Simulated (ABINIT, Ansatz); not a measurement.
# A GW chain in ABINIT: CdF2 (Fm-3m), part 2 of 3

Aim: the G0W0 gap of CdF2 (Fm-3m) on PBE, step by step.

ABINIT 10.8.3; PBE and many-body steps on it, plane waves. Known limits of the many-body steps: not at the basis limit; d shell near the gap, gap tends to lie low; no spin-orbit coupling; coarse k mesh.

So far. Step 2 (Ground state): The gap is indirect, with the least direct gap 0.48 eV higher.

## Step 3: Bands along the symmetry lines

Level of this step: DFT, PBE, plane waves, norm-conserving pseudopotentials (ABINIT).

The cheap functional maps the bands first; the places of the edges decide which points the dearer methods must see.

Input file run.abi:

```
acell 3*1.0 Angstrom
rprim 
  0.000000000000 2.694000000000 2.694000000000
  2.694000000000 -0.000000000000 2.694000000000
  2.694000000000 2.694000000000 -0.000000000000
ntypat 2
znucl 48 9
natom 3
typat 1 2 2
xred 
  0.000000000000 0.000000000000 0.000000000000
  0.250000000000 0.250000000000 0.250000000000
  0.750000000000 0.750000000000 0.750000000000
pp_dirpath "pseudos"
pseudos "Cd.upf, F.upf"
ecut 47
iscf -2
irdden 1
kptopt 0
nkpt 50
kpt 
  0.00000000 0.00000000 0.00000000
  0.06250000 0.00000000 0.06250000
  0.12500000 0.00000000 0.12500000
  0.18750000 0.00000000 0.18750000
  0.25000000 0.00000000 0.25000000
  0.31250000 0.00000000 0.31250000
  0.37500000 0.00000000 0.37500000
  0.43750000 0.00000000 0.43750000
  0.50000000 0.00000000 0.50000000
  0.51562500 0.03125000 0.51562500
  0.53125000 0.06250000 0.53125000
  0.54687500 0.09375000 0.54687500
  0.56250000 0.12500000 0.56250000
  0.57812500 0.15625000 0.57812500
  0.59375000 0.18750000 0.59375000
  0.60937500 0.21875000 0.60937500
  0.62500000 0.25000000 0.62500000
  0.37500000 0.37500000 0.75000000
  0.32812500 0.32812500 0.65625000
  0.28125000 0.28125000 0.56250000
  0.23437500 0.23437500 0.46875000
  0.18750000 0.18750000 0.37500000
  0.14062500 0.14062500 0.28125000
  0.09375000 0.09375000 0.18750000
  0.04687500 0.04687500 0.09375000
  0.00000000 0.00000000 0.00000000
  0.06250000 0.06250000 0.06250000
  0.12500000 0.12500000 0.12500000
  0.18750000 0.18750000 0.18750000
  0.25000000 0.25000000 0.25000000
  0.31250000 0.31250000 0.31250000
  0.37500000 0.37500000 0.37500000
  0.43750000 0.43750000 0.43750000
  0.50000000 0.50000000 0.50000000
  0.50000000 0.46875000 0.53125000
  0.50000000 0.43750000 0.56250000
  0.50000000 0.40625000 0.59375000
  0.50000000 0.37500000 0.62500000
  0.50000000 0.34375000 0.65625000
  0.50000000 0.31250000 0.68750000
  0.50000000 0.28125000 0.71875000
  0.50000000 0.25000000 0.75000000
  0.50000000 0.21875000 0.71875000
  0.50000000 0.18750000 0.68750000
  0.50000000 0.15625000 0.65625000
  0.50000000 0.12500000 0.62500000
  0.50000000 0.09375000 0.59375000
  0.50000000 0.06250000 0.56250000
  0.50000000 0.03125000 0.53125000
  0.50000000 0.00000000 0.50000000
istwfk *1
nband 24
nbdbuf 2
tolwfr 1e-08
nstep 40
prtwf 0
prtvol 0
indata_prefix "in"
outdata_prefix "out"
tmpdata_prefix "tmp"
```

Started as:

```console
> OMP_NUM_THREADS=1 mpirun -n 4 abinit run.abi > log
```

Numbers of over 12 decimals in the logs are rounded to 6 here.

The log of the run:

```text
.Version 10.8.3 of ABINIT. v10.8.2 released Aug 2026.

 Symmetries : space group Fm -3 m (#225); Bravais cF (face-center cubic)
[... echo of the input left out ...]
== DATASET  1 ==================================================================
-   mpi_nproc: 4, omp_nthreads: 1 (-1 if OMP is not activated)

--- !DatasetInfo
iteration_state: {dtset: 1, }
dimensions: {natom: 3, nkpt: 50, mband: 24, nsppol: 1, nspinor: 1, nspden: 1, mpw: 4092, }
cutoff_energies: {ecut:  47.0, pawecutdg:  -1.0, }
electrons: {nelect:   3.40000000E+01, charge:   0.00000000E+00, occopt:   1.00000000E+00, tsmear:   1.00000000E-02, }

 Real(R)+Recip(G) space primitive vectors, cartesian coordinates (Bohr,Bohr^-1):
 R(1)=  0.0000000  5.0909222  5.0909222  G(1)= -0.0982140  0.0982140  0.0982140
 R(2)=  5.0909222  0.0000000  5.0909222  G(2)=  0.0982140 -0.0982140  0.0982140
 R(3)=  5.0909222  5.0909222  0.0000000  G(3)=  0.0982140  0.0982140 -0.0982140
 Unit cell volume ucvol=  2.6388784E+02 bohr^3
 Angles (23,13,12)=  6.00000000E+01  6.00000000E+01  6.00000000E+01 degrees

 getcut: wavevector=  0.0000  0.0000  0.0000  ngfft=  48  48  48
         ecut(hartree)=     47.000   => boxcut(ratio)=   2.16031

--- Pseudopotential description ------------------------------------------------
- Cd Generated using ONCVPSP code by D. R. Hamann
- 48.00000  20.00000  171031                  znucl, zion, pspdat
12 -101130 2 -1 1368                          pspcod,pspxc,lmax,lloc,mmax
     nproj     2     2     2
  pspatm : epsatm=   23.16453630
         --- l  ekb(1:nproj) -->
             0   51.917189    3.534234
             1    8.636196    1.282240
             2    0.687672   -0.678465
 pspatm: atomic psp has been read  and splines computed

- F Generated using ONCVPSP code by D. R. Hamann
-  9.00000   7.00000  171031                  znucl, zion, pspdat
12 -101130 2 -1 832                           pspcod,pspxc,lmax,lloc,mmax
     nproj     2     2     1
  pspatm : epsatm=    4.87625608
         --- l  ekb(1:nproj) -->
[...]
2   -2.441503
 pspatm: atomic psp has been read  and splines computed

--------------------------------------------------------------------------------

================================================================================
 prteigrs : about to open file out_EIG
 Non-SCF case, kpt    1 (  0.00000  0.00000  0.00000), residuals and eigenvalues=
  3.62E-09  1.81E-09  3.35E-09  6.19E-09  2.01E-09  4.78E-09  2.07E-09  4.45E-09
  6.24E-09  5.89E-09  2.06E-09  4.32E-09  7.03E-09  6.90E-09  7.38E-09  5.66E-09
  4.69E-09  5.51E-09  1.30E-09  3.34E-09  6.62E-09  4.59E-09  1.26E-06  2.56E-06
 -3.5024E+00 -2.0727E+00 -2.0727E+00 -2.0727E+00 -6.4666E-01 -6.0621E-01
 -9.0304E-02 -9.0304E-02 -9.0304E-02 -4.6198E-02 -4.6198E-02  7.9483E-02
  7.9483E-02  7.9483E-02  9.7004E-02  9.7004E-02  9.7004E-02  2.3002E-01
[...]
Non-SCF case, kpt    2 (  0.06250  0.00000  0.06250), residuals and eigenvalues=
[...]
Non-SCF case, kpt    3 (  0.12500  0.00000  0.12500), residuals and eigenvalues=
[...]
Non-SCF case, kpt   49 (  0.50000  0.03125  0.53125), residuals and eigenvalues=
[...]
Non-SCF case, kpt   50 (  0.50000  0.00000  0.50000), residuals and eigenvalues=
[...]
7.1731E-03  7.1731E-03  9.6579E-02  1.1195E-01  1.1195E-01  4.1054E-01
  4.7198E-01  5.5489E-01  6.4064E-01  6.4064E-01  8.3174E-01  8.9012E-01

--- !ResultsGS
iteration_state: {dtset: 1, }
comment   : Summary of ground state results
lattice_vectors:
- [  0.0000000,   5.0909222,   5.0909222, ]
- [  5.0909222,  -0.0000000,   5.0909222, ]
- [  5.0909222,   5.0909222,  -0.0000000, ]
lattice_lengths: [   7.19965,    7.19965,    7.19965, ]
lattice_angles: [ 60.000,  60.000,  60.000, ] # degrees, (23, 13, 12)
lattice_volume:   2.6388784E+02
convergence: {deltae:  0.000E+00, res2:  0.000E+00, residm:  9.995E-09, diffor:  0.000E+00, }
etotal    :  -2.24713089E+02
entropy   :   0.00000000E+00
fermie    :   1.14494563E-01
cartesian_stress_tensor: null
pressure_GPa: null
xred      :
- [  0.0000E+00,   0.0000E+00,   0.0000E+00, Cd]
- [  2.5000E-01,   2.5000E-01,   2.5000E-01,  F]
- [  7.5000E-01,   7.5000E-01,   7.5000E-01,  F]
cartesian_forces: null
force_length_stats: {min: null, max: null, mean: null, }

 Integrated electronic density in atomic spheres:
 ------------------------------------------------
 Atom  Sphere_radius  Integrated_density
[...]
================================================================================

 ----iterations are completed or convergence reached----

 Mean square residual over all n,k,spin=   43.580E-10; max=  99.950E-10
 reduced coordinates (array xred) for    3 atoms
[...]
0.250000000000      0.250000000000      0.250000000000
       0.750000000000      0.750000000000      0.750000000000

 cartesian coordinates (angstrom) at end:
    1      0.000000     0.000000     0.000000
    2      1.347000     1.347000     1.347000
    3      4.041000     4.041000     4.041000
 length scales=  1.889726125908  1.889726125908  1.889726125908 bohr
              =  1.000000000000  1.000000000000  1.000000000000 angstroms
 prteigrs : about to open file out_EIG
 Eigenvalues (hartree) for nkpt=  50  k points:
 kpt#   1, nband= 24, wtk=  1.00000, kpt=  0.0000  0.0000  0.0000 (reduced coord)
[...]
kpt#   2, nband= 24, wtk=  1.00000, kpt=  0.0625  0.0000  0.0625 (reduced coord)
[...]
kpt#   3, nband= 24, wtk=  1.00000, kpt=  0.1250  0.0000  0.1250 (reduced coord)
[...]
kpt#  49, nband= 24, wtk=  1.00000, kpt=  0.5000  0.0313  0.5313 (reduced coord)
[...]
kpt#  50, nband= 24, wtk=  1.00000, kpt=  0.5000  0.0000  0.5000 (reduced coord)
[...]
-0.05535   -0.04199   -0.03565    0.00218    0.00717    0.00717    0.09658    0.11195
   0.11195    0.41054    0.47198    0.55489    0.64064    0.64064    0.83174    0.89012

== END DATASET(S) ==============================================================
================================================================================

 -outvars: echo values of variables after computation  --------
            nband          24
             nkpt          50
          spgroup         225
 [... the other variables as echoed above ...]

 Calculation completed.
```

Elapsed: 22 s, on 4 MPI ranks of Arm Neoverse V1, shared host; peak memory 0.36 GiB.

Numbers from this step:

| Item | Value |
| --- | --- |
| gap | 3.124 eV |
| k of the valence top | 0.5, 0.25, 0.75 |
| k of the conduction bottom | 0, 0, 0 |
| least direct gap | 3.620 eV |

The gap is 3.124 eV, −0.020 eV from the run before at this level.

Electronic bands along the path, in eV, zero at the top of the highest filled band:

```csv
point,band 14,band 15,band 16,band 17,band 18,band 19,band 20,band 21
Γ,-0.97,-0.50,-0.50,-0.50,3.12,12.74,12.74,12.74
halfway,-1.83,-0.50,-0.31,-0.31,5.33,10.70,13.59,13.59
X,-2.94,-0.51,-0.09,-0.09,8.04,9.71,11.96,14.30
halfway,-2.67,-0.56,-0.23,-0.12,8.05,10.01,11.76,14.25
U,-2.30,-0.95,-0.35,-0.20,7.99,10.79,11.16,14.50
jump to K,-2.30,-0.95,-0.35,-0.20,7.99,10.79,11.16,14.50
halfway,-1.42,-1.14,-0.44,-0.41,5.62,10.69,13.12,14.00
Γ,-0.97,-0.50,-0.50,-0.50,3.12,12.74,12.74,12.74
halfway,-1.36,-1.12,-0.45,-0.45,4.99,10.84,13.56,13.56
L,-1.83,-1.83,-0.39,-0.39,7.20,9.18,14.53,14.53
halfway,-1.85,-1.49,-0.47,-0.24,7.58,9.86,12.99,13.97
W,-1.52,-1.52,-0.60,0.00,8.10,11.53,11.72,11.72
halfway,-2.48,-0.56,-0.53,-0.04,8.07,10.29,11.71,13.39
X,-2.94,-0.51,-0.09,-0.09,8.04,9.71,11.96,14.30
```

The electronic bands as a text plot (rows in eV, shown from -4.8 to 9.1 only):

```
    8.8 |
    8.3 |            ++++++                              ++++++++
    7.7 |          ++      +                         ++++
    7.1 |         +         ++                  +++++
    6.5 |                     ++               +
    5.9 |       ++                           ++
    5.4 |     ++                +
    4.8 |    +                   ++         +
    4.2 |                          ++      +
    3.6 |  ++                        +   ++
    3.1 |++                           +++
    2.5 |
    1.9 |
    1.3 |
    0.7 |
    0.2 |          *****                                *********
   -0.4 |********************************************************
   -1.0 |****            **     *************              **
   -1.6 |  *****           **********    *******************
   -2.2 |    *****       *****   **         *   ********    *
   -2.7 |       ***********     *            ********   *********
   -3.3 |          *************                     ************
   -3.9 |          ****                          ****          **
   -4.5 |********************************************************
         Γ           X  U|K            Γ         L        W     X
```

## Step 4: Empty states on the mesh, 4×4×4 mesh, 56 bands

The sums over transitions need many empty states on a uniform mesh; this step solves for them.

Input file run.abi:

```
acell 3*1.0 Angstrom
rprim 
  0.000000000000 2.694000000000 2.694000000000
  2.694000000000 -0.000000000000 2.694000000000
  2.694000000000 2.694000000000 -0.000000000000
ntypat 2
znucl 48 9
natom 3
typat 1 2 2
xred 
  0.000000000000 0.000000000000 0.000000000000
  0.250000000000 0.250000000000 0.250000000000
  0.750000000000 0.750000000000 0.750000000000
pp_dirpath "pseudos"
pseudos "Cd.upf, F.upf"
ecut 47
ngkpt 4 4 4
nshiftk 1
shiftk 0 0 0
kptopt 1
chksymbreak 0
iscf -2
irdden 1
istwfk *1
nband 56
nbdbuf 4
tolwfr 1e-09
nstep 60
prtvol 0
indata_prefix "in"
outdata_prefix "out"
tmpdata_prefix "tmp"
```

The log of the run:

```text
.Version 10.8.3 of ABINIT. v10.8.2 released Aug 2026.

 Symmetries : space group Fm -3 m (#225); Bravais cF (face-center cubic)
[... echo of the input left out ...]
== DATASET  1 ==================================================================
-   mpi_nproc: 4, omp_nthreads: 1 (-1 if OMP is not activated)

--- !DatasetInfo
iteration_state: {dtset: 1, }
dimensions: {natom: 3, nkpt: 8, mband: 56, nsppol: 1, nspinor: 1, nspden: 1, mpw: 4092, }
cutoff_energies: {ecut:  47.0, pawecutdg:  -1.0, }
electrons: {nelect:   3.40000000E+01, charge:   0.00000000E+00, occopt:   1.00000000E+00, tsmear:   1.00000000E-02, }

 Real(R)+Recip(G) space primitive vectors, cartesian coordinates (Bohr,Bohr^-1):
 R(1)=  0.0000000  5.0909222  5.0909222  G(1)= -0.0982140  0.0982140  0.0982140
 R(2)=  5.0909222  0.0000000  5.0909222  G(2)=  0.0982140 -0.0982140  0.0982140
 R(3)=  5.0909222  5.0909222  0.0000000  G(3)=  0.0982140  0.0982140 -0.0982140
 Unit cell volume ucvol=  2.6388784E+02 bohr^3
 Angles (23,13,12)=  6.00000000E+01  6.00000000E+01  6.00000000E+01 degrees

 getcut: wavevector=  0.0000  0.0000  0.0000  ngfft=  48  48  48
         ecut(hartree)=     47.000   => boxcut(ratio)=   2.16031

--- Pseudopotential description ------------------------------------------------
- Cd Generated using ONCVPSP code by D. R. Hamann
- 48.00000  20.00000  171031                  znucl, zion, pspdat
12 -101130 2 -1 1368                          pspcod,pspxc,lmax,lloc,mmax
     nproj     2     2     2
  pspatm : epsatm=   23.16453630
         --- l  ekb(1:nproj) -->
             0   51.917189    3.534234
             1    8.636196    1.282240
             2    0.687672   -0.678465
 pspatm: atomic psp has been read  and splines computed

- F Generated using ONCVPSP code by D. R. Hamann
-  9.00000   7.00000  171031                  znucl, zion, pspdat
12 -101130 2 -1 832                           pspcod,pspxc,lmax,lloc,mmax
     nproj     2     2     1
  pspatm : epsatm=    4.87625608
         --- l  ekb(1:nproj) -->
[...]
2   -2.441503
 pspatm: atomic psp has been read  and splines computed

--------------------------------------------------------------------------------

================================================================================
 prteigrs : about to open file out_EIG
 Non-SCF case, kpt    1 (  0.00000  0.00000  0.00000), residuals and eigenvalues=
  9.36E-10  6.11E-10  5.93E-10  6.06E-10  7.83E-10  5.57E-10  1.93E-10  6.34E-10
  7.49E-10  1.92E-10  3.49E-10  1.89E-10  3.52E-10  6.24E-10  1.87E-10  4.49E-10
  4.76E-10  6.47E-10  1.16E-10  2.14E-10  6.71E-10  4.53E-10  2.22E-10  3.86E-10
[...]
-3.5024E+00 -2.0727E+00 -2.0727E+00 -2.0727E+00 -6.4666E-01 -6.0621E-01
 -9.0304E-02 -9.0304E-02 -9.0304E-02 -4.6198E-02 -4.6198E-02  7.9483E-02
  7.9483E-02  7.9483E-02  9.7004E-02  9.7004E-02  9.7004E-02  2.3002E-01
[...]
1.7228E+00  1.8531E+00  1.8531E+00  1.9818E+00  1.9818E+00  1.9818E+00
  2.0075E+00  2.0109E+00  2.0109E+00  2.0109E+00  2.0275E+00  2.0275E+00
  2.0275E+00  2.1181E+00
 prteigrs : prtvol=0 or 1, do not print more k-points.

--- !ResultsGS
iteration_state: {dtset: 1, }
comment   : Summary of ground state results
lattice_vectors:
- [  0.0000000,   5.0909222,   5.0909222, ]
- [  5.0909222,  -0.0000000,   5.0909222, ]
- [  5.0909222,   5.0909222,  -0.0000000, ]
lattice_lengths: [   7.19965,    7.19965,    7.19965, ]
lattice_angles: [ 60.000,  60.000,  60.000, ] # degrees, (23, 13, 12)
lattice_volume:   2.6388784E+02
convergence: {deltae:  0.000E+00, res2:  0.000E+00, residm:  9.931E-10, diffor:  0.000E+00, }
etotal    :  -2.24713089E+02
entropy   :   0.00000000E+00
fermie    :   1.14494563E-01
cartesian_stress_tensor: null
pressure_GPa: null
xred      :
- [  0.0000E+00,   0.0000E+00,   0.0000E+00, Cd]
- [  2.5000E-01,   2.5000E-01,   2.5000E-01,  F]
- [  7.5000E-01,   7.5000E-01,   7.5000E-01,  F]
cartesian_forces: null
force_length_stats: {min: null, max: null, mean: null, }

 Integrated electronic density in atomic spheres:
 ------------------------------------------------
 Atom  Sphere_radius  Integrated_density
[...]
================================================================================

 ----iterations are completed or convergence reached----

 Mean square residual over all n,k,spin=   45.724E-11; max=  99.310E-11
 reduced coordinates (array xred) for    3 atoms
[...]
0.250000000000      0.250000000000      0.250000000000
       0.750000000000      0.750000000000      0.750000000000

 cartesian coordinates (angstrom) at end:
    1      0.000000     0.000000     0.000000
    2      1.347000     1.347000     1.347000
    3      4.041000     4.041000     4.041000
 length scales=  1.889726125908  1.889726125908  1.889726125908 bohr
              =  1.000000000000  1.000000000000  1.000000000000 angstroms
 prteigrs : about to open file out_EIG
 Eigenvalues (hartree) for nkpt=   8  k points:
 kpt#   1, nband= 56, wtk=  0.01563, kpt=  0.0000  0.0000  0.0000 (reduced coord)
[...]
1.72280    1.72280    1.72280    1.85308    1.85308    1.98185    1.98185    1.98185
   2.00752    2.01086    2.01086    2.01086    2.02749    2.02749    2.02749    2.11808
 prteigrs : prtvol=0 or 1, do not print more k-points.

== END DATASET(S) ==============================================================
================================================================================

 -outvars: echo values of variables after computation  --------
            nband          56
             nkpt           8
          spgroup         225
 [... the other variables as echoed above ...]

 Calculation completed.
```

Wall time 13 s (4 MPI ranks); peak memory 0.32 GiB; 52 s of CPU time.

Numbers from this step:

| Property | Result |
| --- | --- |
| gap | 3.124 eV |
| k of the valence top | -0.25, 0.5, 0.25 |
| k of the conduction bottom | 0, 0, 0 |
| least direct gap | 3.620 eV |
| k points computed | 8 |
| lowest point of the top converged band, above the valence top | 50.3958 eV |

On this mesh the gap is 3.124 eV.

## Step 5: Screening, 4×4×4 mesh, 52 bands, screening to 119.7 eV

The RPA dielectric matrix is built and inverted for each q.

This step: RPA screening on PBE, plane waves, norm-conserving pseudopotentials.

Changes to run.abi since step 4:

```diff
@@ -21,10 +21,11 @@
 chksymbreak 0
-iscf -2
-irdden 1
 istwfk *1
-nband 56
-nbdbuf 4
-tolwfr 1e-09
-nstep 60
-prtvol 0
+occopt 1
+irdwfk 1
+optdriver 3
+nband 52
+ecuteps 4.4
+inclvkb 2
+awtr 1
+symchi 1
 indata_prefix "in"
```

The log of the run:

```text
.Version 10.8.3 of ABINIT. v10.8.2 released Aug 2026.

 Symmetries : space group Fm -3 m (#225); Bravais cF (face-center cubic)
[... echo of the input left out ...]
== DATASET  1 ==================================================================
-   mpi_nproc: 4, omp_nthreads: 1 (-1 if OMP is not activated)

--- !DatasetInfo
iteration_state: {dtset: 1, }
dimensions: {natom: 3, nkpt: 8, mband: 52, nsppol: 1, nspinor: 1, nspden: 1, mpw: 4092, }
cutoff_energies: {ecut:  47.0, pawecutdg:  -1.0, }
electrons: {nelect:   3.40000000E+01, charge:   0.00000000E+00, occopt:   1.00000000E+00, tsmear:   1.00000000E-02, }

 SCREENING: Calculation of the susceptibility and dielectric matrices

 Based on a program developped by R.W. Godby, V. Olevano, G. Onida, and L. Reining.
 Incorporated in ABINIT by V. Olevano, G.-M. Rignanese, and M. Torrent.
.Using double precision arithmetic ; gwpc =  8

[... cell and pseudopotentials left out ...]
--------------------------------------------------------------------------------

 ==== K-mesh for the wavefunctions ====
 Number of points in the irreducible wedge :     8
[... list of points left out ...]
 Together with 48 symmetry operations and time-reversal symmetry
 yields    64 points in the full Brillouin Zone.

 ==== Q-mesh for the screening function ====
 Number of points in the irreducible wedge :     8
[... list of points left out ...]
 Together with 48 symmetry operations and time-reversal symmetry
 yields    64 points in the full Brillouin Zone.

 setmesh: FFT mesh size selected  =    30x   30x   30
          total number of points  =        27000

 vcoul_init : cutoff-mode = AUXILIARY_FUNCTION
 q-points for optical limit:   1
     1)      0.000010    0.000020    0.000030

- screening: taking advantage of time-reversal symmetry
- Maximum band index for partially occupied states nbvw = 17
- Remaining bands to be divided among processors   nbcw = 35
- Number of bands treated by each node ~8

 Number of electrons calculated from density =   34.0000; Expected =   34.0000
 average of density, n =  0.128843
 r_s =    1.2282
 omega_plasma =   34.6246 [eV]

 calculating chi0 at frequencies [eV] :
  1    0.000000E+00    0.000000E+00
  2    0.000000E+00    3.462465E+01

--------------------------------------------------------------------------------
  q-point number  1        q = ( 0.000000, 0.000000, 0.000000) [r.l.u.]
--------------------------------------------------------------------------------
[... chi0 elements left out ...]
 For q-point:  0.000010 0.000020 0.000030
  dielectric constant =   2.7510
  dielectric constant without local fields =   2.8576

  Average fulfillment of the sum rule on Im[epsilon] for q-point    1 :     32.03  [%]
[... wings left out ...]
  q-point number  2        q = ( 0.250000, 0.000000, 0.000000) [r.l.u.]
--------------------------------------------------------------------------------
[... chi0 elements left out ...]
  Average fulfillment of the sum rule on Im[epsilon] for q-point    2 :     49.24  [%]

 [... 6 further q-points ...]
```

The job ended after 15 s (4 MPI ranks; peak memory 0.79 GiB; 60 s of CPU time).

This step gave:

```yaml
eps_infinity_with_local_fields_on_this_mesh_along_the_program_s_q_direction: 2.751
the_same_without_local_fields: 2.858
plasma_frequency: 34.62 eV
plane_waves_in_the_screening_matrix: 113
```

Local fields lower ε∞ by 4 %. On a Γ-centred mesh this coarse the value itself is usually too large, while a short band sum pulls it down.

[end of part 2 of 3]

[Paths, hosts, dates, memory and timing lines, banners, echoed tables and standing remarks are left out of the program output.]

[Logs are printed without paths, hosts, clocks, repeated set-up lines and the standing remarks that a program may print on its own settings, such as how far it seeks lower states.]

[Runs of the session that timed out or met a known fault of the program may be left out.]

[Hosts, paths, dates, database ids (printed as entryN), source tags and the programs' standing remarks are cut or masked in the printed files.]

[G0W0 gaps are taken among the corrected bands and points alone; a level outside them can change the order at an edge.]

[Where Ansatz stands beside ABINIT at settings called matched, ABINIT's density can come from a denser mesh and the files from another edition; pairs whose starting gaps differed by over 0.03 eV were left out, so agreement reads better than it is.]
